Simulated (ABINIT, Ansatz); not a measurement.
# GeBr2 (P-3m1): Raman and infrared activity, part 4 of 4

Aim: Raman and infrared lines of GeBr2 (P-3m1).

ABINIT 10.8.3; DFT LDA, scalar-relativistic, plane waves, HGH norm-conserving pseudopotentials.

So far, highest optical zone-centre mode (no LO-TO term) (cm⁻¹): step 6 (zone-centre analysis) 200; step 7 (ASR 0, chneut 0) 200.

The structure was built from a prototype and need not be the compound's stable phase.

## Step 8: A second program

The same cell goes through another code, with its own cutoff. The potentials differ. Its k mesh is centred on Γ.

This step: DFT LDA, scalar-relativistic, plane waves, PseudoDojo norm-conserving pseudopotentials (Ansatz 0.2.0).

Contents of input.yaml:

```yaml
crystal:
  lattice:
    - [3.9155719471, 0.0, 0.0]
    - [-1.9577859736, 3.3909847766, 0.0]
    - [0.0, 0.0, 6.1057342059]
  atoms:
    - { symbol: Ge, position: [0.0, 0.0, 0.0] }
    - { symbol: Br, position: [0.3333333333, 0.6666666667, 0.2612496809] }
    - { symbol: Br, position: [0.6666666667, 0.3333333333, 0.7387503191] }
kpoints:
  mp_grid: { grid: [9, 9, 4] }
hamiltonian:
  xc: lda
  pseudopotentials: { kind: nc, accuracy: standard }
scf:
  occupations: { method: fixed }
output:
  eigenvalues: true
phonons:
  method: dfpt
  dielectric: true
  rigid_motions: translations
  raman: true
```

Launch:

```bash
$ ansatz run input.yaml --threads 4 --pin off --max-ram 8192MiB --backend cpu --events-out ev --progress --plain --runs-dir out
```

The program printed:

```text
Engine: ansatz 0.2.0, aarch64-unknown-linux-gnu
Pseudopotentials: kind: nc
Pseudopotential: Ge, nc, valence charge 14, recommended cutoff 1061.244064 eV (normal), Ge.nc.azcp (PseudoDojo's, or run here from an input of PseudoDojo's; its table is named by hamiltonian.pseudopotentials.accuracy)
Pseudopotential: Br, nc, valence charge 7, recommended cutoff 598.650497 eV (normal), Br.nc.azcp (PseudoDojo's, or run here from an input of PseudoDojo's; its table is named by hamiltonian.pseudopotentials.accuracy)
Functional definition: SPW92
  exchange = slater_x
  correlation = pw_c
Crystal: 3 atoms, lattice volume = 81.070 Å³
Basis set: ecut = 1061.244064 eV, 6381 PW (Γ), exchange–correlation on 90×90×144 points (8 copies of the dense FFT grid, shifted against one another)
Bands: 18, of which v1, the nominal top of the filled ones, is band 14 counted from 1 (13 counted from 0)
Symmetry: 12 space group operations
k-points: 95 of 324 (irreducible under 2 space group operations, time reversal used)
Non-local potential: Ge, projectors of the file, l = 0: 2, l = 1: 2, l = 2: 2
Non-local potential: Br, projectors of the file, l = 0: 2, l = 1: 2, l = 2: 2
Initial density: superposition of atomic densities (chi_scale 0.1, normalization cell, long waves kept (reshape's long-wave potential 0.18 eV rms))
Initial wavefunctions: pseudopotential atomic-orbital guess
Functional: x = slater, c = lda
SCF iter   1: F=—  HF=-3289.753258 eV  |F-HF|=—  |Δ(HF+E_count)|=         —  Δρ=3.99e-2  dr2=3.50e0  ethr=3.10e-3  ⟨swp⟩=5.1  Hψ=7473  notcnv=0  defer=143
preconditioner: auto → Resta (q_TF=auto, 2.285 Å⁻¹)  ε∞=4.3  [insulator: Δε(μ)=1.297 eV  Ē_g=9.692 eV  n_scr=22 (ndim 8)  ℏωp=17.5 eV  f_vac=0.017  ε∞_Penn≈4.3]
SCF iter   2: F=—  HF=-3288.850801 eV  |F-HF|=—  |Δ(HF+E_count)|=   9.02e-1  Δρ=1.30e-2  dr2=2.32e-1  ethr=3.10e-3  ⟨swp⟩=3.9  Hψ=4289  notcnv=0  defer=99
SCF iter   3: F=—  HF=-3288.773623 eV  |F-HF|=—  |Δ(HF+E_count)|=   7.72e-2  Δρ=4.49e-3  dr2=1.75e-2  ethr=8.29e-4  ⟨swp⟩=3.9  Hψ=3687  notcnv=0  defer=174
SCF iter   4: F=—  HF=-3288.767581 eV  |F-HF|=—  |Δ(HF+E_count)|=   6.04e-3  Δρ=6.71e-4  dr2=4.97e-4  ethr=6.26e-5  ⟨swp⟩=3.1  Hψ=3262  notcnv=0  defer=187
SCF iter   5: F=—  HF=-3288.767680 eV  |F-HF|=—  |Δ(HF+E_count)|=   9.87e-5  Δρ=2.45e-4  dr2=4.14e-5  ethr=1.78e-6  ⟨swp⟩=3.0  Hψ=2993  notcnv=0  defer=185
SCF iter   6: F=—  HF=-3288.767693 eV  |F-HF|=—  |Δ(HF+E_count)|=   1.30e-5  Δρ=6.32e-5  dr2=2.78e-6  ethr=1.48e-7  ⟨swp⟩=2.0  Hψ=3036  notcnv=0  defer=158
SCF iter   7: F=—  HF=-3288.767685 eV  |F-HF|=—  |Δ(HF+E_count)|=   7.67e-6  Δρ=1.28e-5  dr2=2.04e-7  ethr=9.93e-9  ⟨swp⟩=3.0  Hψ=2993  notcnv=0  defer=75
SCF iter   8: F=—  HF=-3288.767685 eV  |F-HF|=—  |Δ(HF+E_count)|=   9.87e-8  Δρ=4.47e-6  dr2=1.50e-8  ethr=7.28e-10  ⟨swp⟩=3.0  Hψ=2850  notcnv=0  defer=75
SCF iter   9: F=—  HF=-3288.767685 eV  |F-HF|=—  |Δ(HF+E_count)|=   3.51e-9  Δρ=4.99e-7  dr2=3.04e-10  ethr=5.37e-11  ⟨swp⟩=2.0  Hψ=3040  notcnv=0  defer=75
SCF iter  10: F=-3288.767685 eV  HF=-3288.767685 eV  |F-HF|=2.27e-12  |Δ(HF+E_count)|=  4.55e-11  Δρ=9.28e-8  dr2=6.12e-12  ethr=1.00e-12  ⟨swp⟩=10.2  Hψ=12060  notcnv=0
SCF 1 converged in 10 iterations: F = -3288.767685 eV  dr2 = 6.12e-12
NSCF: frozen V_eff on 4 k-points
DFPT response loops at Γ: preconditioner auto → Resta (q_TF=auto, 2.285 Å⁻¹)  ε∞=5.7 (no band partly filled); β = 1.00, the filter's whole step (`scf.mixing.beta` (0.50) is not read by the response loops at its default; to damp them type it under 1.00, their step now; it binds the ground state too); Broyden in place of MSR1
── the response to a field inside a basis, on 12×12×6 k-points: an SCF that follows is theirs, and a resumed run solves both again ──
Bands: 15, of which v1, the nominal top of the filled ones, is band 14 counted from 1 (13 counted from 0)
k-points: 234
Initial density: handed on by an earlier stage of this run
Initial wavefunctions: pseudopotential atomic-orbital guess (no wavefunctions were taken with the density)
Eigensolver: Dense (234 Hₖ)
SCF iter   1: F=—  HF=-3288.770763 eV  |F-HF|=—  |Δ(HF+E_count)|=         —  Δρ=9.59e-5  dr2=2.05e-6  ethr=1.00e-1
preconditioner: auto → Resta (q_TF=auto, 2.285 Å⁻¹)  ε∞=4.9  [insulator: Δε(μ)=2.011 eV  Ē_g=8.820 eV  n_scr=22 (ndim 8)  ℏωp=17.5 eV  f_vac=0.023  ε∞_Penn≈4.9]
SCF iter   2: F=—  HF=-3288.770764 eV  |F-HF|=—  |Δ(HF+E_count)|=   5.23e-7  Δρ=5.08e-5  dr2=5.44e-7  ethr=7.32e-9
SCF iter   3: F=—  HF=-3288.770764 eV  |F-HF|=—  |Δ(HF+E_count)|=   3.44e-7  Δρ=4.89e-6  dr2=1.97e-8  ethr=1.94e-9
SCF iter   4: F=—  HF=-3288.770764 eV  |F-HF|=—  |Δ(HF+E_count)|=   7.72e-9  Δρ=1.53e-6  dr2=1.11e-9  ethr=7.04e-11
SCF iter   5: F=-3288.770764 eV  HF=-3288.770764 eV  |F-HF|=8.64e-12  |Δ(HF+E_count)|=  4.05e-10  Δρ=1.85e-7  dr2=1.96e-11  ethr=3.96e-12
SCF 1 converged in 5 iterations: F = -3288.770764 eV  dr2 = 1.96e-11
DFPT response loops at Γ: preconditioner auto → Resta (q_TF=auto, 2.285 Å⁻¹)  ε∞=5.5 (no band partly filled); β = 1.00, the filter's whole step (`scf.mixing.beta` (0.50) is not read by the response loops at its default; to damp them type it under 1.00, their step now; it binds the ground state too); Broyden in place of MSR1
DFPT response loops at Γ: mixed as the last ones told, above
SCF converged after 10 iterations
Free energy (F): -3288.767685 eV
Harris-Foulkes:  -3288.767685 eV  (|F-HF|=2.27e-12)
Internal energy: -3288.767685 eV  (E = F + TS)
E sigma→0 (E₀):  -3288.767685 eV
Fermi energy:    4.713842 eV
--- Per-component energies (eV) ---
  E_band       = -212.990771
  E_kinetic    = 2059.283151
  E_local      = -2657.489594  (includes V_loc(G=0)·N_el)
  E_nonlocal   = -1135.478236
  E_hartree    = 1056.323663
  E_xc         = -864.146710
  E_vxc        = -591.953348  (∫ρ·V_xc dr)
  E_ewald      = -1747.259960
  E_smearing   = -0.000000  (= −TS)
  E_closure    = 0.000000  (closes the sum)
  Σ components = -3288.767685   (vs F -3288.767685, Δ=0.00e0)
--- Band table (eV; the first three rows and the last of 95) ---
  k-point 0: bands = [... 10 lower, 2.9817, 2.9817, 3.2684, 3.3030, 6.9106, 8.0975, 8.0975, 12.0679]
  k-point 1: bands = [... 10 lower, 2.8750, 3.0911, 3.0911, 4.2610, 6.7526, 7.9905, 7.9905, 12.1510]
  k-point 2: bands = [... 10 lower, 2.8400, 3.1474, 3.1474, 4.7138, 6.5651, 7.8884, 7.8884, 11.9565]
  k-point 94: bands = [... 10 lower, 1.5366, 2.8296, 2.8714, 4.4815, 7.9842, 8.5868, 8.9493, 11.7591]
--- Phonons (Γ-DFPT): 4 representative perturbations + reference, on 95 of 324 k-points (Σ response iterations 15) ---
  k mesh reduced under 2 symmetry operations, with k and −k counted as one. Each operation leaves every solved perturbation unchanged. A smaller set is not considered because the run solves the response to a homogeneous field
  ASR residual: 4.909e-4 → 0.000e0 eV/Å²; symmetrization residual: 1.886e-4 eV/Å²
  ASR residual per site (eV/Å²): 4.91e-4 1.39e-4 1.39e-4
  Γ frequencies (cm⁻¹): 0.00 0.00 0.00 79.76 79.76 112.05 112.05 138.85 201.43
  ε∞ (high-frequency dielectric tensor):
        7.286692     0.000000     0.000000
        0.000000     7.286692     0.000000
        0.000000     0.000000     5.099867
  ε⁰ (static dielectric tensor: ions relaxed, cell fixed):
       43.540544     0.000000     0.000000
        0.000000    43.540544     0.000000
        0.000000     0.000000     5.961330
  ε⁰ − ε∞ (ionic part):
       36.253852     0.000000     0.000000
        0.000000    36.253852     0.000000
        0.000000     0.000000     0.861463
  softest optical mode at Γ: 79.76 cm⁻¹; the repairs (sum rule, projections) moved no ω² at Γ by more than (2.86 cm⁻¹)²
  Born effective charges Z* (e; rows j = field, columns β = displacement):
    site 0:
         4.35600    0.00000    0.00000
         0.00000    4.35600    0.00000
         0.00000    0.00000    1.69573
    site 1:
        -2.17800   -0.00000   -0.00000
        -0.00000   -2.17800   -0.00000
        -0.00000   -0.00000   -0.84787
    site 2:
        -2.17800   -0.00000   -0.00000
        -0.00000   -2.17800   -0.00000
        -0.00000   -0.00000   -0.84787
  Z* charge neutrality: 9.343e-3 e pre-enforcement
  solved inside a basis spanned on kpoints, on 12×12×6 k-points transformed towards the longest dipole: ε∞ is read to err by 3.1e-2, Z* by 3.2e-2 e (field_mesh: kpoints solves on kpoints); Z* is corrected for what the basis lacks
  Raman tensors (in the event stream and the table raman_tensors.tsv): an entry may err by 7.1e-2 Å², one of the second-order susceptibility by 3.5e-20 pm/V (basis, points and sum rule); their sum over the sites missed zero by 8.882e-16 Å² ahead of its enforcement
  optical modes at Γ without the LO–TO term, one row a degenerate level:
      ω (cm⁻¹)  modes    IR ((D/Å)²/amu)  static Raman (Å⁴/amu)  depolarisation
         79.76      2            17.5332                 0.0000               —
        112.05      2             0.0000                17.1265           0.750
        138.85      1             0.0000               217.4413           0.178
        201.43      1             1.3285                 0.0000               —
  optical modes at Γ + LO–TO along q̂ = [1.0000, 0.0000, 0.0000]:
      ω (cm⁻¹)  modes    IR ((D/Å)²/amu)  static Raman (Å⁴/amu)  depolarisation
         79.76      1             8.7666                 0.0000               —
        112.05      2             0.0000                17.1265           0.750
        138.85      1             0.0000               217.4413           0.178
        194.97      1             8.7666                 0.0000               —
        201.43      1             1.3285                 0.0000               —
  optical modes at Γ + LO–TO along q̂ = [0.0000, 1.0000, 0.0000]:
      ω (cm⁻¹)  modes    IR ((D/Å)²/amu)  static Raman (Å⁴/amu)  depolarisation
         79.76      1             8.7666                 0.0000               —
        112.05      2             0.0000                17.1265           0.750
        138.85      1             0.0000               217.4413           0.178
        194.97      1             8.7666                 0.0000               —
        201.43      1             1.3285                 0.0000               —
  optical modes at Γ + LO–TO along q̂ = [0.0000, 0.0000, 1.0000]:
      ω (cm⁻¹)  modes    IR ((D/Å)²/amu)  static Raman (Å⁴/amu)  depolarisation
         79.76      2            17.5332                 0.0000               —
        112.05      2             0.0000                17.1265           0.750
        138.85      1             0.0000               217.4413           0.178
        217.78      1             1.3285                 0.0000               —
```

It took 12 min on 4 threads of Arm Neoverse V2, shared host; peak memory 3.1 GiB; 47 min of CPU time.

Read from the output:

```yaml
gap_on_the_k_mesh: 1.851 eV
sum_rule_residual_before_enforcement: 4.91e-4 eV/Å²
miss_of_the_charge_sum_rule: 0.009343 e
estimated_error_of_the_dielectric_tensor: 0.03131
estimated_error_of_the_born_charges: 0.03186 e
highest_optical_zone_centre_mode_no_lo_to_term: 201.4 cm⁻¹
lowest_optical_zone_centre_mode: 79.76 cm⁻¹
mean_high_frequency_dielectric_constant: 6.558
largest_born_charge_in_size_third_of_the_trace: 3.469 e
mean_static_dielectric_constant: 31.01
highest_mode_moved_by_the_lo_to_term: 217.8 cm⁻¹
```

Transverse modes. Infrared lines, with heights relative to the strongest:

| position (cm⁻¹) | label | IR intensity ((D/Å)²/amu), degenerate modes summed, relative |
| --- | --- | --- |
| 80 | Eu | 100 |
| 112 | Eg | 0.0 |
| 139 | A1g | 0.0 |
| 201 | A2u | 7.6 |

Activity x (w_L - w)^4 (n + 1)/w, 532 nm, 300 K. Lines of the Raman spectrum (strongest = 100):

| position (cm⁻¹) | label | Stokes intensity, strongest 100 |
| --- | --- | --- |
| 80 | Eu | 0.0 |
| 112 | Eg | 11 |
| 139 | A1g | 100 |
| 201 | A2u | 0.0 |

## Step 9: The two compared: ABINIT HGH and Ansatz, PseudoDojo

Numbers from this step:

* root-mean-square difference: 3.02 cm⁻¹
* largest difference: 4.9 cm⁻¹

Frequencies side by side, by row:

| q (reciprocal lattice) | mode | ABINIT HGH (cm⁻¹) | Ansatz, PseudoDojo (cm⁻¹) |
| --- | --- | --- | --- |
| 0 0 0 | 1 | 0 | 0 |
| 0 0 0 | 2 | 0 | 0 |
| 0 0 0 | 3 | 0 | 0 |
| 0 0 0 | 4 | 74.86 | 79.76 |
| 0 0 0 | 5 | 74.86 | 79.76 |
| 0 0 0 | 6 | 110.6 | 112 |
| 0 0 0 | 7 | 110.6 | 112 |
| 0 0 0 | 8 | 137.7 | 138.8 |
| 0 0 0 | 9 | 200.4 | 201.4 |

The two runs side by side. Further quantities:

| quantity | ABINIT HGH | Ansatz, PseudoDojo |
| --- | --- | --- |
| mean ε∞ | 6.661 | 6.558 |
| largest Born charge in size (e; the first before, the second after the charge sum rule) | 3.501 | 3.469 |
| summed Raman activity (Å⁴/amu) | 217.1 | 234.5 |

At the zone centre the largest difference (acoustic modes at Γ apart) is 2 % of the highest mode, but 7 % of the mode at 75 cm⁻¹ on which it sits; the summed Raman activity differs by 7.4 %.

## Step 10: Summary of results

```json
{
  "space group after relaxation": "P-3m1",
  "volume per atom": "27.0 Å³",
  "highest optical zone-centre mode (no LO-TO term)": "200.4 cm⁻¹",
  "lowest optical zone-centre mode": "74.9 cm⁻¹",
  "highest mode moved by the LO-TO term": "216.6 cm⁻¹",
  "mean high-frequency dielectric constant": "6.66",
  "largest Born charge in size (third of the trace)": "3.50 e",
  "mean static dielectric constant": "35.0",
  "imaginary optical modes at the zone centre (no q mesh in this session)": "none",
  "largest difference from Ansatz, PseudoDojo": "4.9 cm⁻¹"
}
```

What this shows: The largest Raman activity of GeBr2 (P-3m1) lies at 138 cm⁻¹. At the LDA level the optical modes of GeBr2 (P-3m1) at the zone centre (no LO-TO term) run from 75 to 200 cm⁻¹. The base run prints -2.2 GPa, mostly the error of a finite basis; the relaxation, with a smoothed and higher cutoff, had brought the cell to rest. An error of this size shows a cutoff that is short for these files. Along the directions run, the highest mode that the macroscopic field moves lies at 217 cm⁻¹. Lattice motion raises the mean dielectric constant from 6.661 to 35.03. The Raman intensities rest on static tensors of the transverse modes; green light lies near or above this gap, where resonance changes them. ABINIT HGH and Ansatz, PseudoDojo differ by 3.0 cm⁻¹ in the root mean square and by 4.9 cm⁻¹ at most, 2.4 % of the highest mode compared (acoustic modes at Γ left out); the two use different potentials, and the cell was not relaxed for the second set. These are harmonic frequencies at zero temperature: anharmonic shifts and linewidths and thermal expansion are left out. The HGH files keep few electrons and have no core correction, which is cheap but rough for Ge. The structure is a hypothetical one, built on a prototype.

[Host names and launcher messages were left out of these logs when they were recorded.]

[Logs are printed without paths, hosts, clocks, repeated set-up lines and the standing remarks that a program may print on its own settings, such as how far it seeks lower states.]

[Hosts, paths, dates, database ids (printed as entryN), source tags and the programs' standing remarks are cut or masked in the printed files.]
